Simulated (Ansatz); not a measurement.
**Lu (P6_3/mmc): phonon-mediated transition temperature**

What Tc do the phonons of Lu (P6_3/mmc) give, and how does it depend on μ*? The cell shown first is the database's, unrelaxed.

Program: Ansatz 0.2.0. Level of theory: DFT PBE, scalar-relativistic, plane waves, PAW, in the first sound run; inputs show where later runs differ. Results are calculated unless marked as measured.

This is a report of a sequence of runs, with most program output left out.

### Step 1. The starting structure

Symmetry: P6_3/mmc, No. 194, hexagonal system. Conventional cell: a = 3.503 Å, b = 3.503 Å, c = 5.551 Å, α = 90.00°, β = 90.00°, γ = 120.00°. Lu has 12 Lu at 3.43 to 3.50 Å nearest.

### Step 2. Electron–phonon run: the database cell, unrelaxed

The run that gives the couplings also evaluates McMillan's and Allen and Dynes's formulas and, where asked, the Eliashberg equations, over a range of μ*.

input.yaml

```yaml
crystal:
  lattice:
    - [3.5031, 0.0, 0.0]
    - [-1.75155, 3.033773592, 0.0]
    - [0.0, 0.0, 5.5509]
  atoms:
    - { symbol: Lu, position: [0.3333333333, 0.6666666667, 0.25] }
    - { symbol: Lu, position: [0.6666666667, 0.3333333333, 0.75] }
kpoints:
  mp_grid: { grid: [9, 9, 4] }
hamiltonian:
  xc: pbe
scf:
  occupations: { method: methfessel_paxton, width: 0.2 }
output:
  eigenvalues: true
phonons:
  method: dfpt
  qmesh: [3, 3, 2]
  temperatures: { t_max: 1000, t_step: 50 }
  qpath:
    path:
      - [[0.0, 0.0, 0.0], [0.5, 0.0, 0.0], [0.33333333, 0.33333333, 0.0], [0.0, 0.0, 0.0], [0.0, 0.0, 0.5], [0.5, 0.0, 0.5], [0.33333333, 0.33333333, 0.5], [0.0, 0.0, 0.5]]
      - [[0.5, 0.0, 0.5], [0.5, 0.0, 0.0]]
      - [[0.33333333, 0.33333333, 0.5], [0.33333333, 0.33333333, 0.0]]
    npoints: 10
  electrical_resistivity:
    mesh: [12, 12, 8]
    temperatures: [20.0, 50.0, 80.0, 100.0, 150.0, 200.0, 273.0, 300.0, 400.0, 500.0, 600.0, 800.0]
  superconductivity: { mesh: [12, 12, 8], eliashberg_equations: false }
```

On the command line:

```sh
$ ansatz run input.yaml --threads 4 --pin off --max-ram 10240MiB --backend cpu --events-out ev --progress --plain --runs-dir out
```

The job ended after 5 min (4 threads of Arm Neoverse V2, shared host; peak memory 4.9 GiB).

This step gave:

```
volume per atom                                                                : 29.50 Å³
metallic on mesh                                                               : yes
gap on the k-mesh                                                              : 0 eV
zero point energy                                                              : 0.03006 eV/cell
share of imaginary modes in the plain interpolation between solved wavevectors : 0
highest frequency, solved or plainly interpolated                              : 115.7 cm⁻¹
Debye temperature (second moment)                                              : 155 K
resistivity at 300 K                                                           : 53.9 μΩ cm, mean of the axes
coupling constant λ                                                            : 0.5553
density of states at the Fermi level                                           : 1.765 states/eV a spin and cell
log mean phonon energy ħω_log                                                  : 8.529 meV
transport coupling constant λ_tr                                               : 0.6143, 0.6143, 0.6468 (xx, yy, zz)
Drude plasma energy                                                            : 3.274, 3.274, 5.068 eV (xx, yy, zz)
resistivity times mean free path                                               : 14.94, 14.94, 6.174 × 10⁻¹⁶ Ω m² (xx, yy, zz)
second-moment phonon energy ħω₂                                                : 9.191 meV
coupling λ by branch                                                           : 0.148, 0.115, 0.085, 0.0831, 0.0738, 0.05 (branches by rank of frequency)
```

Transition temperatures:

| μ* | McMillan Tc (K) | Allen–Dynes Tc (K) |
| --- | --- | --- |
| 0.08 | 2.23 | 2.28 |
| 0.1 | 1.77 | 1.81 |
| 0.12 | 1.36 | 1.39 |
| 0.13 | 1.18 | 1.2 |
| 0.14 | 1.01 | 1.03 |
| 0.16 | 0.71 | 0.723 |
| 0.2 | 0.291 | 0.296 |

### Step 3. Resistivity: PseudoDojo files

Another set of potentials is tried, at its own relaxed cell, which can differ from that of the runs before.

This step: DFT PBE, scalar-relativistic, plane waves, PseudoDojo norm-conserving pseudopotentials (Ansatz 0.2.0).

input.yaml: that of step 2 with these lines changed.

```diff
@@ -2,5 +2,5 @@
   lattice:
-    - [3.5031, 0.0, 0.0]
-    - [-1.75155, 3.033773592, 0.0]
-    - [0.0, 0.0, 5.5509]
+    - [3.5035001918, 0.0, 0.0]
+    - [-1.7517500959, 3.0341201683, 0.0]
+    - [0.0, 0.0, 5.4619642766]
   atoms:
@@ -12,2 +12,3 @@
   xc: pbe
+  pseudopotentials: { kind: nc, accuracy: standard }
 scf:
```

Run time: 21 min. Hardware: 4 threads; peak memory 5 GiB; 84 min of CPU time.

Numbers from this step:

```
volume per atom                                   : 29.03 Å³
zero point energy                                 : 0.03086 eV/cell
highest frequency, solved or plainly interpolated : 122.8 cm⁻¹
Debye temperature (second moment)                 : 159 K
resistivity at 300 K                              : 48.38 μΩ cm, mean of the axes
coupling constant λ                               : 0.533
density of states at the Fermi level              : 1.666 states/eV a spin and cell
log mean phonon energy ħω_log                     : 8.846 meV
transport coupling constant λ_tr                  : 0.599, 0.599, 0.6056 (xx, yy, zz)
Drude plasma energy                               : 3.405, 3.405, 5.169 eV (xx, yy, zz)
resistivity times mean free path                  : 14.73, 14.73, 6.142 × 10⁻¹⁶ Ω m² (xx, yy, zz)
second-moment phonon energy ħω₂                   : 9.514 meV
coupling λ by branch                              : 0.135, 0.109, 0.0809, 0.0809, 0.0757, 0.0517 (branches by rank of frequency)
```

Transition temperatures:

| μ* | McMillan Tc (K) | Allen–Dynes Tc (K) |
| --- | --- | --- |
| 0.08 | 2.04 | 2.09 |
| 0.1 | 1.59 | 1.62 |
| 0.12 | 1.2 | 1.22 |
| 0.13 | 1.02 | 1.04 |
| 0.14 | 0.861 | 0.878 |
| 0.16 | 0.588 | 0.598 |
| 0.2 | 0.218 | 0.221 |

### Step 4. Coupling and resistivity: finite displacements

Finite displacements in a supercell are the other road to force constants and couplings; here with the base functional.

This step: DFT PBE, scalar-relativistic, plane waves, PAW (Ansatz 0.2.0).

input.yaml: that of step 3 with these lines changed.

```diff
@@ -2,5 +2,5 @@
   lattice:
-    - [3.5035001918, 0.0, 0.0]
-    - [-1.7517500959, 3.0341201683, 0.0]
-    - [0.0, 0.0, 5.4619642766]
+    - [3.5047618326, 0.0, 0.0]
+    - [-1.7523809163, 3.0352127812, 0.0]
+    - [0.0, 0.0, 5.4630268267]
   atoms:
@@ -12,3 +12,2 @@
   xc: pbe
-  pseudopotentials: { kind: nc, accuracy: standard }
 scf:
@@ -18,4 +17,4 @@
 phonons:
-  method: dfpt
-  qmesh: [3, 3, 2]
+  method: fd
+  supercell: [3, 3, 2]
   temperatures: { t_max: 1000, t_step: 50 }
```

Wall time 14 min (4 threads); peak memory 7.1 GiB.

Numbers from this step:

| Item | Value |
| --- | --- |
| volume per atom | 29.06 Å³ |
| zero point energy | 0.03084 eV/cell |
| resistivity at 300 K | 48.45 μΩ cm, mean of the axes |
| coupling constant λ | 0.5342 |
| log mean phonon energy ħω_log | 8.848 meV |
| transport coupling constant λ_tr | 0.6005, 0.6005, 0.607 (xx, yy, zz) |
| Drude plasma energy | 3.407, 3.407, 5.169 eV (xx, yy, zz) |
| resistivity times mean free path | 14.73, 14.73, 6.146 × 10⁻¹⁶ Ω m² (xx, yy, zz) |
| second-moment phonon energy ħω₂ | 9.516 meV |
| coupling λ by branch | 0.135, 0.109, 0.0817, 0.081, 0.0758, 0.0518 (branches by rank of frequency) |

Transition temperatures:

| μ* | McMillan Tc (K) | Allen–Dynes Tc (K) |
| --- | --- | --- |
| 0.08 | 2.05 | 2.1 |
| 0.1 | 1.6 | 1.64 |
| 0.12 | 1.21 | 1.23 |
| 0.13 | 1.03 | 1.05 |
| 0.14 | 0.871 | 0.888 |
| 0.16 | 0.596 | 0.606 |
| 0.2 | 0.222 | 0.226 |

The Eliashberg function α²F has structure finer than the step of the table below, so its rows give means over 0.5 meV, whole bins alone (the curve runs from 0.059 to 15.1 meV). Peaks (meV: height): α²F 7.03: 0.515, 10.82: 0.367, 12.47: 0.673; α²F tr 7.03: 0.654, 10.82: 0.419, 12.47: 0.882.

Table of Eliashberg function α²F by phonon energy; means over each step:

| phonon energy (meV) | α²F | α²F tr |
| --- | --- | --- |
| 1.0 | 6.2e-5 | 9.0e-7 |
| 1.5 | 3.4e-4 | 9.3e-5 |
| 2.0 | 0.00131 | 3.5e-4 |
| 2.5 | 0.00307 | 9.6e-4 |
| 3.0 | 0.00553 | 0.00212 |
| 3.5 | 0.00914 | 0.00415 |
| 4.0 | 0.0137 | 0.00733 |
| 4.5 | 0.0200 | 0.0119 |
| 5.0 | 0.0285 | 0.0188 |
| 5.5 | 0.0428 | 0.0315 |
| 6.0 | 0.0665 | 0.0555 |
| 6.5 | 0.137 | 0.141 |
| 7.0 | 0.455 | 0.570 |
| 7.5 | 0.422 | 0.520 |
| 8.0 | 0.319 | 0.386 |
| 8.5 | 0.285 | 0.306 |
| 9.0 | 0.250 | 0.236 |
| 9.5 | 0.294 | 0.311 |
| 10.0 | 0.318 | 0.362 |
| 10.5 | 0.327 | 0.382 |
| 11.0 | 0.322 | 0.364 |
| 11.5 | 0.280 | 0.322 |
| 12.0 | 0.281 | 0.328 |
| 12.5 | 0.515 | 0.664 |
| 13.0 | 0.306 | 0.390 |
| 13.5 | 0.137 | 0.161 |
| 14.0 | 0.0498 | 0.0475 |
| 14.5 | 0.0256 | 0.0207 |

### Step 5. Summary of results

```json
{"meshes": "supercell 3×3×2, k 9×9×4, scattering 12×12×8", "coupling constant λ": "0.534", "log mean phonon energy ħω_log": "8.85 meV", "Allen–Dynes Tc at μ* = 0.1": "1.64 K", "Allen–Dynes Tc at μ* = 0.13": "1.05 K"}
```

In the last run (PBE, finite displacements, supercell 3×3×2, k 9×9×4, scattering 12×12×8), with λ = 0.53 and ħω_log = 8.85 meV, Tc at μ* = 0.13 is 1.0 K by McMillan's formula and 1.1 K by Allen and Dynes's. Raising μ* from 0.10 to 0.16 lowers the Allen–Dynes value from 1.6 to 0.61 K. By the run's own test λ is not converged in the fine mesh: it moves by 7 % between the two finest. The run's transport test calls it not converged in the mesh; ρ(300 K) moves by 37 % in the component that moves most. These meshes are coarse. Over the runs, λ takes the values 0.555, 0.533 and 0.534, in the order shown. μ* is a typed number, phonons are harmonic, and spin fluctuations are left out; at μ* = 0.13 McMillan's formula turns 1 % in λ into about 4.5 % in Tc.

[Logs are printed without paths, hosts, clocks, repeated set-up lines and the standing remarks that a program may print on its own settings, such as how far it seeks lower states.]

[Hosts, paths, dates, database ids (printed as entryN), source tags and the programs' standing remarks are cut or masked in the printed files.]
